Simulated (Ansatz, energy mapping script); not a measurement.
# MnS: energy mapping under PBE+U (4 eV)

Aim: the exchange couplings of MnS from the energies of a few collinear orders, and the ordering temperature that they give.

Method: PBE with U = 4 eV on Mn d, ortho-atomic projectors; plane waves, U on orthogonalised atomic orbitals unless named otherwise, collinear spin, no spin–orbit coupling, in Ansatz 0.2.0.

**What experiment says.**

For MnS, rock salt (x = 0), “Single-Crystal and Powder Neutron Diffraction Study of FeXMn1-XS Solid Solutions” (2011, arxiv:1108.4537) gives, by neutron diffraction: ordering temperature (Neel temperature) 150 K.

The database entry behind the starting cell differs from later determinations by our own check (an axis about 0.2 % short against later determinations), so it need not match the best structure at ambient conditions.

## Step 1: The structure

Symmetry: Fm-3m, No. 225, cubic system. Conventional cell: a = 5.209 Å, b = 5.209 Å, c = 5.209 Å, α = 90.00°, β = 90.00°, γ = 90.00°. Nearest to Mn lie 6 S at 2.60 Å. Nearest to S lie 6 Mn at 2.60 Å. Farther neighbours and most contacts between anions are not listed.

Coordinates:

```cif
data_structure
_symmetry_space_group_name_H-M 'Fm-3m'
_symmetry_Int_Tables_number 225
_cell_length_a 5.2090
_cell_length_b 5.2090
_cell_length_c 5.2090
_cell_angle_alpha 90.000
_cell_angle_beta 90.000
_cell_angle_gamma 90.000
_cell_volume 141.34
loop_
_atom_site_label
_atom_site_type_symbol
_atom_site_symmetry_multiplicity
_atom_site_Wyckoff_symbol
_atom_site_fract_x
_atom_site_fract_y
_atom_site_fract_z
_atom_site_occupancy
Mn1 Mn 4 a 0.00000 0.00000 0.00000 1
S1 S 4 b 0.50000 0.00000 0.00000 1
```

A Hubbard U penalises fractional filling of the shell. It raises the cost of virtual hops to the neighbours, so couplings that rest on such hops usually weaken.

## Step 2: A first run with parallel moments

One run in the crystal's own cell, under PBE with U = 3.6 eV on Mn d, ortho-atomic projectors, shows which elements keep a moment. Transition or f elements with 0.3 μB or more enter the spin model; moments induced on other atoms do not.

Input file input.yaml:

```yaml
crystal:
  lattice:
    - [0.0, 2.6045, 2.6045]
    - [2.6045, 0.0, 2.6045]
    - [2.6045, 2.6045, 0.0]
  atoms:
    - { symbol: Mn, position: [0.0, 0.0, 0.0], spin: 4.5 }
    - { symbol: S, position: [0.5, 0.5, 0.5] }
magnetization:
  spin_polarized: true
kpoints:
  mp_grid: { grid: [9, 9, 9] }
hamiltonian:
  xc: pbe
  hubbard:
    sites: [{ species: Mn, l: d, u_eff: 3.6 }]
    projectors: ortho-atomic
scf:
  occupations: { method: fermi_dirac, width: 0.05 }
output:
  eigenvalues: true
```

Command:

```console
ansatz run input.yaml --threads 4 --pin off --max-ram 8192MiB --backend cpu --events-out ev --progress --plain --runs-dir out
```

Numbers of over 12 decimals in the logs are rounded to 6 here.

What it wrote:

```text
Engine: ansatz 0.2.0, aarch64-unknown-linux-gnu
Pseudopotentials: kind: paw
Pseudopotential: Mn, paw, valence charge 15, recommended cutoff 420 eV (normal), Mn.paw.azcp
Pseudopotential: S, paw, valence charge 6, recommended cutoff 420 eV (normal), S.paw.azcp
Functional definition: PBE
  parameter kappa = 0.804
  parameter beta = 0.066725
  exchange = pbe_x(kappa = kappa, mu = beta*pi^2/3)
  correlation = pbe_c(beta = beta)
Crystal: 2 atoms, lattice volume = 35.335 Å³
Basis set: ecut = 420 eV, 701 PW (Γ)
Bands: 17, of which v1, the nominal top of the filled ones, is band 11 counted from 1 (10 counted from 0)
Symmetry: 48 space group operations
Space group: Fm-3m (ITA 225), of the structure as read, at distance tolerance 3.3e-5 Å
Magnetic group: BNS 225.116 (UNI 1618), of the structure as read, at distance tolerance 3.3e-5 Å
k-points: 35 of 729
Non-local potential: Mn, projectors of the file, l = 0: 3, l = 1: 2, l = 2: 3, l = 3: 1
Non-local potential: S, projectors of the file, l = 0: 2, l = 1: 2, l = 2: 2
PAW form: soft (Blöchl's): semilocal exchange-correlation on the pseudo side does not see the compensation charge
PAW one-centre angular grid: Mn, 590 points (default); XC on 64 Gauss nodes
PAW one-centre angular grid: S, 110 points (default); XC on 64 Gauss nodes
Initial density: superposition of atomic densities (chi_scale 0.1, normalization cell, long waves kept (reshape's long-wave potential 0.00 eV rms))
Starting moments: Σ|m| = 4.5 μB on 1 of 2 sites
Initial wavefunctions: pseudopotential atomic-orbital guess
Functional: x = pbe(κ = 0.804, μ = 0.219515), c = pbe(β = 0.066725)
SCF iter   1: F=—  HF=-4801.091996 eV  |F-HF|=—  |Δ(HF+E_count)|=         —  Δρ=6.25e-2 (↑6.25e-2 ↓2.84e-2)  dr2=1.86e0  dr2_m=2.13e-1  M=4.967 μB ∫|m|=4.967 μB  β_m=1.00  ethr=3.10e-3  ⟨swp⟩=4.3  Hψ=5538  notcnv=0
preconditioner: auto → Kerker (q_TF=auto, 2.502 Å⁻¹)  [metal: Δε(μ)=0.059 eV  Ē_g=10.551 eV  σ=0.050 eV  W_gap=0.27  n_scr=14 (ndim 8)  ℏωp=22.5 eV  f_vac=0.000  D(μ)=0.39/eV (n_scr^D=0)]
spin=Collinear: Kerker preconditioning applied to the charge; magnetization (m = ρ↑ − ρ↓) channel mixes plain (no charge-response kernel on spin).
SCF iter   2: F=—  HF=-4800.979069 eV  |F-HF|=—  |Δ(HF+E_count)|=   1.13e-1  Δρ=2.49e-2 (↑2.49e-2 ↓1.35e-2)  dr2=4.11e-1  dr2_m=1.93e-2  M=5.000 μB ∫|m|=5.000 μB  β_m=1.00  ethr=3.10e-3  ⟨swp⟩=2.4  Hψ=2512  notcnv=0  defer=53
preconditioner: auto → none  [insulator: Δε(μ)=0.454 eV  Ē_g=10.691 eV  σ=0.050 eV  W_gap=0.97  n_scr=14 (ndim 8)  ℏωp=22.5 eV  f_vac=0.000  D(μ)=0.01/eV (n_scr^D=0)  ε∞_Penn≈5.4]
[...]
Mixer restart at iter 5: flushing history
spin-set hold released at iteration 5 (site moments contracting): the magnetisation degrees of freedom join the quasi-Newton model from the next iteration; the mixer history was flushed
SCF iter   6: F=—  HF=-4801.109100 eV  |F-HF|=—  |Δ(HF+E_count)|=   1.25e-2  Δρ=5.48e-4 (↑3.40e-4 ↓5.48e-4)  dr2=7.64e-5  dr2_m=4.39e-5  M=5.000 μB ∫|m|=5.000 μB  β_m=0.65  ethr=4.53e-7  ⟨swp⟩=2.7  Hψ=1825  notcnv=0  defer=53
SCF iter   7: F=—  HF=-4801.121350 eV  |F-HF|=—  |Δ(HF+E_count)|=   1.23e-2  Δρ=3.54e-4 (↑3.54e-4 ↓1.71e-4)  dr2=8.27e-5  dr2_m=3.77e-6  M=5.000 μB ∫|m|=5.000 μB  β_m=0.51  ethr=3.64e-7  ⟨swp⟩=2.0  Hψ=1873  notcnv=0  defer=53
SCF iter   8: F=—  HF=-4801.121324 eV  |F-HF|=—  |Δ(HF+E_count)|=   2.68e-5  Δρ=1.03e-4 (↑1.03e-4 ↓6.50e-5)  dr2=4.06e-6  dr2_m=1.06e-6  M=5.000 μB ∫|m|=5.000 μB  β_m=0.44  ethr=3.64e-7  ⟨swp⟩=2.1  Hψ=1817  notcnv=0  defer=53
SCF iter   9: F=—  HF=-4801.121323 eV  |F-HF|=—  |Δ(HF+E_count)|=   6.56e-7  Δρ=4.08e-5 (↑4.08e-5 ↓2.98e-5)  dr2=2.21e-7  dr2_m=3.15e-7  M=5.000 μB ∫|m|=5.000 μB  β_m=0.72  ethr=1.93e-8  ⟨swp⟩=2.0  Hψ=1652  notcnv=0  defer=53
SCF iter  10: F=-4801.121323 eV  HF=-4801.121323 eV  |F-HF|=1.81e-9  |Δ(HF+E_count)|=   2.99e-7  Δρ=7.05e-6 (↑2.99e-6 ↓7.05e-6)  dr2=1.58e-8  dr2_m=7.38e-9  M=5.000 μB ∫|m|=5.000 μB  ethr=4.76e-10  ⟨swp⟩=5.8  Hψ=4262  notcnv=0
SCF 1 converged in 10 iterations: F = -4801.121323 eV  dr2 = 1.58e-8
[...]
SCF converged after 10 iterations
Magnetization: 5.0000 μB (13.0000 up, 8.0000 down)
Absolute magnetization: 5.0000 μB (∫|ρ↑−ρ↓|, with the PAW one-centre terms)
Spin contamination: 0.0110 ħ² per cell (⟨S²⟩ above its minimum at these occupations)
Per-site moments (μB) at R_I (Å): [(4.491137, 1.074356), (0.122840, 1.074356)]
Free energy (F): -4801.121323 eV
Harris-Foulkes:  -4801.121323 eV  (|F-HF|=1.81e-9)
Internal energy: -4801.121315 eV  (E = F + TS)
E sigma→0 (E₀):  -4801.121319 eV
Entropy (-TS):   -0.000008 eV (-0.004 meV/atom)
Fermi energy:    10.634139 eV
--- Per-component energies (eV) ---
  E_band       = -308.725433
  E_kinetic    = 405.382053
  E_local      = -2451.996697  (includes V_loc(G=0)·N_el)
  E_nonlocal   = 281.857313
  E_hartree    = 1004.033367
  E_xc         = -208.273038
  E_vxc        = -229.536114  (∫ρ·V_xc dr)
  E_hubbard    = 0.542294  (on-site DFT+U / exact-exchange correction)
  E_vhub       = -8.425258  (the Hubbard potential's part of the band-sum identity)
  E_paw        = -1907.552424  (= ΣΔE_a)
  E_vpaw       = -314.075381  (= ΣTr[D̂ρ^β])
  E_aug_tail   = -0.000008  (compensation charges beyond the density's cutoff)
  E_ewald      = -1925.114175
  E_smearing   = -0.000008  (= −TS)
  E_closure    = 0.000000  (closes the sum)
  Σ components = -4801.121323   (vs F -4801.121323, Δ=0.00e0)
--- Band table (eV; the first three rows and the last of 70) ---
  k-point 0 ↑: bands = [... 7 lower, 4.7987, 4.9151, 4.9151, 8.6823, 8.6823, 8.6823, 12.0609, 18.8188, ... 2 higher]
  k-point 1 ↑: bands = [... 7 lower, 4.7490, 4.8794, 4.8794, 7.9207, 8.8757, 8.8757, 12.8604, 17.8833, ... 2 higher]
  k-point 2 ↑: bands = [... 7 lower, 4.4583, 5.0020, 5.0020, 6.8240, 9.3350, 9.3350, 13.8310, 17.1942, ... 2 higher]
  k-point 34 ↓: bands = [... 7 lower, 6.6564, 12.5258, 12.6260, 12.9507, 13.1731, 13.4534, 16.1051, 17.6700, ... 2 higher]
Occupation matrices written to <dir>
```

Elapsed: 1 s, on 4 threads of Arm Neoverse V1, shared host; peak memory 0.31 GiB.

Reading the cycles: dr2 is the Hartree energy of the density residual (eV), the measure of convergence; HF is the Harris–Foulkes estimate of the energy, which meets the free energy F at convergence.

Spin moment in the sphere by atom:

```tsv
atom	spin moment in the sphere (μB)
Mn1	4.49
S2	0.12
```

The run ends ferromagnetic; Mn carries the moments.

## Step 3: One set of occupation matrices for all orders

A corrected shell can settle in several orbital fillings. One parallel run, with an occupation width a fifth wider than the orders use, therefore is to supply the occupation matrices. All orders start from them.

input.yaml, the sections that differ from step 2:

```yaml
hamiltonian:
  xc: pbe
  hubbard:
    sites: [{ species: Mn, l: d, u_eff: 4.0 }]
    projectors: ortho-atomic
scf:
  occupations: { method: fermi_dirac, width: 0.06 }
# crystal, magnetization, kpoints, output: as in step 2
```

What it wrote:

```text
[...]
Crystal: 2 atoms, lattice volume = 35.335 Å³
Basis set: ecut = 420 eV, 701 PW (Γ)
Bands: 17, of which v1, the nominal top of the filled ones, is band 11 counted from 1 (10 counted from 0)
Symmetry: 48 space group operations
[...]
k-points: 35 of 729
[...]
Starting moments: Σ|m| = 4.5 μB on 1 of 2 sites
[...]
SCF iter   1: F=—  HF=-4801.001943 eV  |F-HF|=—  |Δ(HF+E_count)|=         —  Δρ=6.28e-2 (↑6.28e-2 ↓2.67e-2)  dr2=1.71e0  dr2_m=2.38e-1  M=4.985 μB ∫|m|=4.985 μB  β_m=1.00  ethr=3.10e-3  ⟨swp⟩=4.3  Hψ=5535  notcnv=0
[...]
SCF iter  10: F=-4801.062178 eV  HF=-4801.062178 eV  |F-HF|=5.25e-9  |Δ(HF+E_count)|=   1.33e-7  Δρ=3.21e-6 (↑3.13e-6 ↓3.21e-6)  dr2=2.18e-10  dr2_m=3.19e-9  M=5.000 μB ∫|m|=5.000 μB  ethr=4.76e-10  ⟨swp⟩=3.1  Hψ=3625  notcnv=0
SCF 1 converged in 10 iterations: F = -4801.062178 eV  dr2 = 2.18e-10
[...]
SCF converged after 10 iterations
Magnetization: 5.0000 μB (13.0000 up, 8.0000 down)
Absolute magnetization: 5.0000 μB (∫|ρ↑−ρ↓|, with the PAW one-centre terms)
[...]
Per-site moments (μB) at R_I (Å): [(4.502533, 1.074356), (0.113423, 1.074356)]
Free energy (F): -4801.062178 eV
[...]
Internal energy: -4801.062169 eV  (E = F + TS)
E sigma→0 (E₀):  -4801.062174 eV
Entropy (-TS):   -0.000009 eV (-0.005 meV/atom)
Fermi energy:    10.695157 eV
[...]
--- Band table (eV; the first three rows and the last of 70) ---
  k-point 0 ↑: bands = [... 7 lower, 4.5711, 4.6863, 4.6863, 8.7006, 8.7006, 8.7006, 12.0654, 18.8202, ... 2 higher]
  k-point 1 ↑: bands = [... 7 lower, 4.5292, 4.6523, 4.6523, 7.9287, 8.8839, 8.8839, 12.8667, 17.8847, ... 2 higher]
  k-point 2 ↑: bands = [... 7 lower, 4.2568, 4.7734, 4.7734, 6.7894, 9.3248, 9.3248, 13.8355, 17.1989, ... 2 higher]
  k-point 34 ↓: bands = [... 7 lower, 6.6762, 12.6343, 12.7831, 13.1064, 13.3202, 13.6258, 16.1381, 17.6769, ... 2 higher]
Occupation matrices written to <dir>
```

The job ended after 1.1 s (4 threads; peak memory 0.31 GiB; 3.4 s of CPU time).

This step gave:

- final state: ferromagnetic
- electrons in the corrected shells: 5.272 e
- largest moment: 4.503 μB

## Step 4: Order 1: parallel, cell A of 4 atoms

The parallel order is the zero of energy for this cell and mesh.

Input file input.yaml:

```yaml
crystal:
  lattice:
    - [0.0, -2.6045, -2.6045]
    - [-2.6045, 0.0, -2.6045]
    - [2.6045, 2.6045, -5.209]
  atoms:
    - { symbol: Mn, position: [0.5, 0.5, 0.5], spin: 4.5 }
    - { symbol: Mn, position: [0.0, 0.0, 0.0], spin: 4.5 }
    - { symbol: S, position: [0.75, 0.75, 0.75] }
    - { symbol: S, position: [0.25, 0.25, 0.25] }
magnetization:
  spin_polarized: true
kpoints:
  mp_grid: { grid: [8, 8, 8] }
hamiltonian:
  xc: pbe
  hubbard:
    sites:
      - { species: Mn, l: d, u_eff: 4.0 }
      - { site: 0, l: d, u_eff: 4.0, starting_ns: [{ spin: up, occupation_matrix: mn1_major }, { spin: down, occupation_matrix: mn1_minor }] }
      - { site: 1, l: d, u_eff: 4.0, starting_ns: [{ spin: up, occupation_matrix: mn1_major }, { spin: down, occupation_matrix: mn1_minor }] }
    projectors: ortho-atomic
    occupation_matrices:
      mn1_major:
        matrix:
          - [0.992, 0.0, 0.0, 0.0, 0.0]
          - [0.0, 0.998, 0.0, 0.0, 0.0]
          - [0.0, 0.0, 0.998, 0.0, 0.0]
          - [0.0, 0.0, 0.0, 0.992, 0.0]
          - [0.0, 0.0, 0.0, 0.0, 0.998]
      mn1_minor:
        matrix:
          - [0.11, 0.0, 0.0, 0.0, 0.0]
          - [0.0, 0.025, 0.0, 0.0, 0.0]
          - [0.0, 0.0, 0.025, 0.0, 0.0]
          - [0.0, 0.0, 0.0, 0.11, 0.0]
          - [0.0, 0.0, 0.0, 0.0, 0.025]
scf:
  occupations: { method: fermi_dirac, width: 0.05 }
output:
  eigenvalues: true
  write_density: true
  write_potential: true
  elf: true
  volumetric_format: npy
```

What it wrote:

```text
[...]
Crystal: 4 atoms, lattice volume = 70.670 Å³
Basis set: ecut = 420 eV, 1401 PW (Γ)
Bands: 31, of which v1, the nominal top of the filled ones, is band 21 counted from 1 (20 counted from 0)
Symmetry: 24 space group operations
[...]
k-points: 65 of 512
[...]
Starting moments: Σ|m| = 9 μB on 2 of 4 sites
[...]
SCF iter   1: F=—  HF=-9602.126016 eV  |F-HF|=—  |Δ(HF+E_count)|=         —  Δρ=6.29e-2 (↑6.29e-2 ↓2.78e-2)  dr2=3.59e0  dr2_m=4.57e-1  M=9.991 μB ∫|m|=9.991 μB  β_m=1.00  ethr=3.10e-3  ⟨swp⟩=4.9  Hψ=14970  notcnv=0
[...]
spin=Collinear: Resta preconditioning applied to the charge; magnetization (m = ρ↑ − ρ↓) channel mixes plain (no charge-response kernel on spin).
SCF iter   2: F=—  HF=-9601.799896 eV  |F-HF|=—  |Δ(HF+E_count)|=   3.26e-1  Δρ=2.22e-2 (↑2.22e-2 ↓1.28e-2)  dr2=6.55e-1  dr2_m=3.20e-2  M=10.000 μB ∫|m|=10.000 μB  β_m=1.00  ethr=3.10e-3  ⟨swp⟩=2.6  Hψ=8544  notcnv=0  defer=289
[...]
SCF iter  12: F=-9602.124217 eV  HF=-9602.124217 eV  |F-HF|=8.68e-9  |Δ(HF+E_count)|=   1.93e-7  Δρ=2.59e-6 (↑2.34e-6 ↓2.59e-6)  dr2=1.25e-8  dr2_m=4.87e-10  M=10.000 μB ∫|m|=10.000 μB  ethr=2.38e-10  ⟨swp⟩=3.5  Hψ=11397  notcnv=0
SCF 1 converged in 12 iterations: F = -9602.124217 eV  dr2 = 1.25e-8
[...]
SCF converged after 12 iterations
Magnetization: 10.0000 μB (26.0000 up, 16.0000 down)
Absolute magnetization: 10.0000 μB (∫|ρ↑−ρ↓|, with the PAW one-centre terms)
[...]
Per-site moments (μB) at R_I (Å): [(4.502532, 1.074356), (4.502532, 1.074356), (0.113426, 1.074356), (0.113426, 1.074356)]
Free energy (F): -9602.124217 eV
[...]
Internal energy: -9602.124213 eV  (E = F + TS)
E sigma→0 (E₀):  -9602.124215 eV
Entropy (-TS):   -0.000004 eV (-0.001 meV/atom)
Fermi energy:    10.668417 eV
[...]
--- Specified on-site occupations, and those of the state reported ---
  electrons in the specified blocks: 10.5460 specified, 10.5446 found
  site 1 (l=d) ↓: largest change of an orbital's occupation 0.0004; electrons 0.2950 specified, 0.2943 found; spectral distance 0.0005
[...]
site 0 (l=d) ↑: largest change of an orbital's occupation 0.0001; electrons 4.9780 specified, 4.9780 found; spectral distance 0.0003
[...]
--- Band table (eV; the first three rows and the last of 130) ---
  k-point 0 ↑: bands = [... 17 lower, 4.6864, 5.0510, 5.0510, 5.9945, 8.7006, 8.7006, 8.7007, 10.2028, ... 6 higher]
  k-point 1 ↑: bands = [... 17 lower, 4.6573, 5.0322, 5.0322, 6.0124, 8.4103, 8.7611, 8.7611, 10.1417, ... 6 higher]
  k-point 2 ↑: bands = [... 17 lower, 4.6614, 4.9793, 4.9793, 6.0808, 7.7766, 8.9291, 8.9291, 9.9729, ... 6 higher]
  k-point 64 ↓: bands = [... 17 lower, 12.9938, 12.9972, 13.0166, 13.2353, 13.3883, 13.4920, 13.5867, 13.6542, ... 6 higher]
Occupation matrices written to <dir>
```

Run time: 6.2 s. Hardware: 4 threads; peak memory 0.53 GiB; 24 s of CPU time.

Spin moment in the sphere by atom:

```tsv
atom	spin moment in the sphere (μB)
Mn1	4.50
Mn2	4.50
S3	0.11
S4	0.11
```

The run ends ferromagnetic.

Spin density in the ac plane at fractional y = 0.000, with atoms of Mn within 0.2 Å of it.

Ten even steps from '_' (0.0 e/Å³) to '@' (8.4 e/Å³), each cell a mean:
```
##++::__________________..==
::::..____________________..
____________________________
____________________________
____________________________
____________________________
____________________________
____________________________
____________________________
____________________________
____________________________
____________________________
____________________________
____________________________
____________________________
____________________________
____________________________
____________________________
____________________________
____________________________
____________________________
....____________________..::
++--..__________________::++
@@**..__________________--##
```
Columns run along a (3.7 Å), rows up along c (6.4 Å). Atoms in or near the plane, at fractional coordinates: Mn at (0.00, 0.00).

ELF in the ac plane at fractional y = 0.000, with atoms of Mn within 0.2 Å of it. It is the smooth field of the valence electrons, not physical close to the nuclei.

Ten even steps from '_' (0.05) to '@' (0.89), each cell a mean:
```
@@%%**--..__........__::++%%
####++::....--====--....--++
--==--....--++**##**==....::
....__..::++##%%%%%%%%++::..
______..--**%%@@@@@@@@##++::
..____..--##%%@@@@@@@@%%##==
::______--**%%@@@@@@@@@@%%**
::______..++##%%@@@@@@@@%%**
::________--**##%%@@@@%%##++
..________..::==**######**==
____________..::--==++==--::
____........____....::::....
..::--====--::..____________
::==++####**++--..__________
--++##%%%%%%%%**==..________
--**%%@@@@@@@@%%**--..______
--**%%@@@@@@@@@@##++::______
::++%%@@@@@@@@@@%%**--______
..--**%%@@@@@@@@%%**--..____
__..--**%%@@@@%%##==::______
::....--**##%%##**--....::--
**==::..::======--....--++**
%%##==............__..==##%%
@@%%**::____________..==##@@
```
Columns run along a (3.7 Å), rows up along c (6.4 Å). Atoms in or near the plane, at fractional coordinates: Mn at (0.00, 0.00).

[end of part 1 of 3]

[Logs and program files are shortened in this print: banners, set-up blocks, solver, clock and traceback lines can be left out without a mark of their own.]

[Logs are printed without paths, hosts, clocks, repeated set-up lines and the standing remarks that a program may print on its own settings, such as how far it seeks lower states.]

[Hosts, paths, dates, database ids (printed as entryN), source tags and the programs' standing remarks are cut or masked in the printed files.]

[Where a cell is said to come from a database of computed structures, the database is the Materials Project.]
